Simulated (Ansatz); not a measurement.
# Lattice dynamics of BeH2 (model cell, started as CdI2 type), part 2 of 3

Wanted: phonon frequencies of BeH2 (model cell, started as CdI2 type) and what follows from them.

Ansatz 0.2.0; DFT LDA, scalar-relativistic, plane waves, PAW.

So far. Step 4 (Relaxing to small forces for the phonons): The largest force component left is 0.51 meV/Å and the pressure is -0.001 GPa, within the tolerances set. The cell now holds 5.92 Å³/atom. The relaxed cell has a = 2.289, c = 3.917 Å (conventional setting).

The structure was built from a prototype and need not be the compound's stable phase.

**5. Modes at Γ**

The zone centre comes first: it holds the modes that light can see, as far as symmetry allows. The response to a homogeneous field gives the Born charges and the dielectric tensor.

File input.yaml:

```yaml
crystal:
  lattice:
    - [2.2886762277, 0.0, 0.0]
    - [-1.1443381138, 1.9820517542, 0.0]
    - [0.0, 0.0, 3.9169799331]
  atoms:
    - { symbol: Be, position: [0.0, 0.0, 0.0] }
    - { symbol: H, position: [0.3333333333, 0.6666666667, 0.224529252] }
    - { symbol: H, position: [0.6666666667, 0.3333333333, 0.775470748] }
kpoints:
  mp_grid: { grid: [12, 12, 8] }
hamiltonian:
  xc: lda
scf:
  occupations: { method: fixed }
output:
  eigenvalues: true
phonons:
  method: dfpt
  dielectric: true
  rigid_motions: translations
```

The run is started by

```sh
$ ansatz run input.yaml --threads 8 --pin off --max-ram 14336MiB --backend cpu --events-out ev --progress --plain --runs-dir out
```

Numbers of over 12 decimals in the logs are rounded to 6 here.

Output:

```text
[...]
Crystal: 3 atoms, lattice volume = 17.768 Å³
Basis set: ecut = 420 eV, 337 PW (Γ), exchange–correlation on 32×32×54 points (8 copies of the dense FFT grid, shifted against one another)
Bands: 6, of which v1, the nominal top of the filled ones, is band 2 counted from 1 (1 counted from 0)
Symmetry: 12 space group operations
k-points: 320 of 1152 (irreducible under 2 space group operations, time reversal used)
[...]
SCF iter   1: F=—  HF=-119.431725 eV  |F-HF|=—  |Δ(HF+E_count)|=         —  Δρ=1.14e-2  dr2=1.38e-2  ethr=1.77e-3  ⟨swp⟩=4.9  Hψ=15977  notcnv=0  defer=532
[...]
SCF iter   6: F=-119.427159 eV  HF=-119.427159 eV  |F-HF|=2.79e-12  |Δ(HF+E_count)|=   1.14e-9  Δρ=4.49e-7  dr2=1.67e-11  ethr=2.50e-12  ⟨swp⟩=7.0  Hψ=10183  notcnv=0
SCF 1 converged in 6 iterations: F = -119.427159 eV  dr2 = 1.67e-11
[...]
DFPT response loops at Γ: preconditioner auto → none (the input reference at scf.mixing.eps_inf says where Resta's filter doesn't serve); β = 0.50; Broyden in place of MSR1
── the response to a field inside a basis, on 12×12×8 k-points: an SCF that follows is theirs, and a resumed run solves both again ──
Bands: 3, of which v1, the nominal top of the filled ones, is band 2 counted from 1 (1 counted from 0)
k-points: 312 of 1152 (irreducible under 4 space group operations)
[...]
Eigensolver: Dense (312 Hₖ)
SCF iter   1: F=—  HF=-119.428471 eV  |F-HF|=—  |Δ(HF+E_count)|=         —  Δρ=3.91e-4  dr2=3.45e-6  ethr=1.00e-1
[...]
SCF iter   3: F=-119.428475 eV  HF=-119.428475 eV  |F-HF|=1.98e-10  |Δ(HF+E_count)|=   1.06e-6  Δρ=4.79e-6  dr2=1.27e-9  ethr=2.07e-8
SCF 1 converged in 3 iterations: F = -119.428475 eV  dr2 = 1.27e-9
[...]
SCF converged after 6 iterations
Free energy (F): -119.427159 eV
[...]
Internal energy: -119.427159 eV  (E = F + TS)
E sigma→0 (E₀):  -119.427159 eV
Fermi energy:    1.587908 eV
[...]
--- Band table (eV; the first three rows and the last of 320) ---
[...]
--- Phonons (Γ-DFPT): 4 representative perturbations + reference, on 320 of 1152 k-points (Σ response iterations 14) ---
  k mesh reduced under 2 symmetry operations, with k and −k counted as one. Each operation leaves every solved perturbation unchanged. A smaller set is not considered because the run solves the response to a homogeneous field
  ASR residual: 2.674e-4 → 0.000e0 eV/Å²; symmetrization residual: 8.011e-8 eV/Å²
  ASR residual per site (eV/Å²): 5.88e-5 2.67e-4 2.67e-4
  Γ frequencies (cm⁻¹): 0.00 0.00 0.00 765.15 765.15 1306.66 1306.66 1311.06 1382.70
  ε∞ (high-frequency dielectric tensor):
        6.917666    -0.000000     0.000000
       -0.000000     6.917666    -0.000000
        0.000000    -0.000000     3.813574
  ε⁰ (static dielectric tensor: ions relaxed, cell fixed):
       21.070866    -0.000000     0.000000
       -0.000000    21.070866    -0.000000
        0.000000    -0.000000     4.163380
  ε⁰ − ε∞ (ionic part):
       14.153201    -0.000000     0.000000
       -0.000000    14.153201    -0.000000
        0.000000    -0.000000     0.349807
  softest optical mode at Γ: 765.15 cm⁻¹; the repairs (sum rule, projections) moved no ω² at Γ by more than (8.50 cm⁻¹)²
  Born effective charges Z* (e; rows j = field, columns β = displacement):
    site 0:
         2.22021   -0.00000    0.00000
        -0.00000    2.22021   -0.00000
         0.00000   -0.00000    0.59808
    site 1:
        -1.11010    0.00000   -0.00000
         0.00000   -1.11010    0.00000
        -0.00000    0.00000   -0.29904
    site 2:
        -1.11010    0.00000   -0.00000
         0.00000   -1.11010    0.00000
        -0.00000    0.00000   -0.29904
  Z* charge neutrality: 2.161e-4 e pre-enforcement
  solved inside a basis spanned on kpoints, on 12×12×8 k-points, its susceptibility summed on 20×20×10: ε∞ is read to err by 2.2e-2, Z* by 8.8e-3 e (field_mesh: kpoints solves on kpoints); Z* is corrected for what the basis lacks
  optical modes at Γ without the LO–TO term, one row a degenerate level:
      ω (cm⁻¹)  modes    IR ((D/Å)²/amu)
        765.15      2           138.0587
       1306.66      2             0.0000
       1311.06      1             5.0092
       1382.70      1             0.0000
  optical modes at Γ + LO–TO along q̂ = [1.0000, 0.0000, 0.0000]:
      ω (cm⁻¹)  modes    IR ((D/Å)²/amu)
        765.15      1            69.0293
       1306.66      2             0.0000
       1311.06      1             5.0092
       1335.38      1            69.0293
       1382.70      1             0.0000
  optical modes at Γ + LO–TO along q̂ = [0.0000, 1.0000, 0.0000]:
      ω (cm⁻¹)  modes    IR ((D/Å)²/amu)
        765.15      1            69.0293
       1306.66      2             0.0000
       1311.06      1             5.0092
       1335.38      1            69.0293
       1382.70      1             0.0000
  optical modes at Γ + LO–TO along q̂ = [0.0000, 0.0000, 1.0000]:
      ω (cm⁻¹)  modes    IR ((D/Å)²/amu)
        765.15      2           138.0587
       1306.66      2             0.0000
       1369.87      1             5.0092
       1382.70      1             0.0000
```

Run time: 7.3 s. Hardware: 8 threads of Arm Neoverse V1, shared host; peak memory 0.48 GiB; 47 s of CPU time.

Reading the cycles: dr2 is the Hartree energy of the density residual (eV), the measure of convergence; HF is the Harris–Foulkes estimate of the energy, which meets the free energy F at convergence.

Numbers from this step:

- sum-rule residual before enforcement: 2.67e-4 eV/Å²
- miss of the charge sum rule: 2.16e-4 e
- estimated error of the dielectric tensor: 0.02172
- estimated error of the Born charges: 0.008751 e
- point group: -3m
- highest optical mode at the zone centre (no LO-TO term): 1383 cm⁻¹
- lowest optical zone-centre mode: 765.1 cm⁻¹
- mean high-frequency dielectric constant: 5.883
- largest Born charge (third of the trace): 1.679 e
- mean static dielectric constant: 15.44
- top of the zone-centre spectrum with the field: 1383 cm⁻¹

Without the LO-TO term. Patterns of degenerate modes are one choice out of their space. Modes at Γ, with each element's share of the kinetic energy:

```tsv
mode	frequency (cm⁻¹)	symmetry	Be %	H %
1	0.0	acoustic	82	18
2	0.0	acoustic	82	18
3	0.0	acoustic	82	18
4	765.1	Eu	18	82
5	765.1	Eu	18	82
6	1306.7	Eg	0	100
7	1306.7	Eg	0	100
8	1311.1	A2u	18	82
9	1382.7	A1g	0	100
```

Displacements in mode 5 (765.1 cm⁻¹), the largest set to 1:
```
Be1  0.00 -0.22  0.00
H2   0.00  1.00  0.00
H3   0.00  1.00  0.00
```

Displacements in mode 8 (1311.1 cm⁻¹), the largest set to 1:
```
Be1  0.00  0.00 -0.22
H2   0.00  0.00  1.00
H3   0.00  0.00  1.00
```

Optical modes at the zone centre, without and with the macroscopic field of the longitudinal modes; each column is sorted by frequency, so a row need not hold one and the same mode. Modes with and without the field, by row:

```tsv
rank among optical modes	no field (cm⁻¹)	q along (1, 0, 0) (cm⁻¹)	q along (0, 0, 1) (cm⁻¹)
1	765.1	765.1	765.1
2	765.1	1307	765.1
3	1307	1307	1307
4	1307	1311	1307
5	1311	1335	1370
6	1383	1383	1383
```

Born charge (rows field, columns displacement) (e), principal values of the symmetric part by kind of site:

```tsv
atom	atoms with these values	low	middle	high	mean
Be1	1	0.60	2.22	2.22	1.68
H2	2	-1.11	-1.11	-0.30	-0.84
```

In full for H2:

```
-1.11  0.00  0.00
 0.00 -1.11  0.00
 0.00  0.00 -0.30
```

High-frequency dielectric tensor:

```
6.92 0.00 0.00
0.00 6.92 0.00
0.00 0.00 3.81
```

Static dielectric tensor (ions relaxed, fixed cell):

```
21.07  0.00  0.00
 0.00 21.07  0.00
 0.00  0.00  4.16
```

Transverse modes. Lines of the infrared spectrum (strongest = 100):

```tsv
position (cm⁻¹)	label	relative intensity
765	Eu	100
1307	Eg	0.0
1311	A2u	3.6
1383	A1g	0.0
```

Before it was imposed, the acoustic sum rule was missed by 2.7e-4 eV/Å² and the charge sum rule by 2.2e-4 e. Small misses are needed for a sound result but don't prove that mesh and cutoff are converged. The lowest optical mode is real, 765 cm⁻¹.

[end of part 2 of 3]

[Logs are printed without paths, hosts, clocks, repeated set-up lines and the standing remarks that a program may print on its own settings, such as how far it seeks lower states.]

[Hosts, paths, dates, database ids (printed as entryN), source tags and the programs' standing remarks are cut or masked in the printed files.]
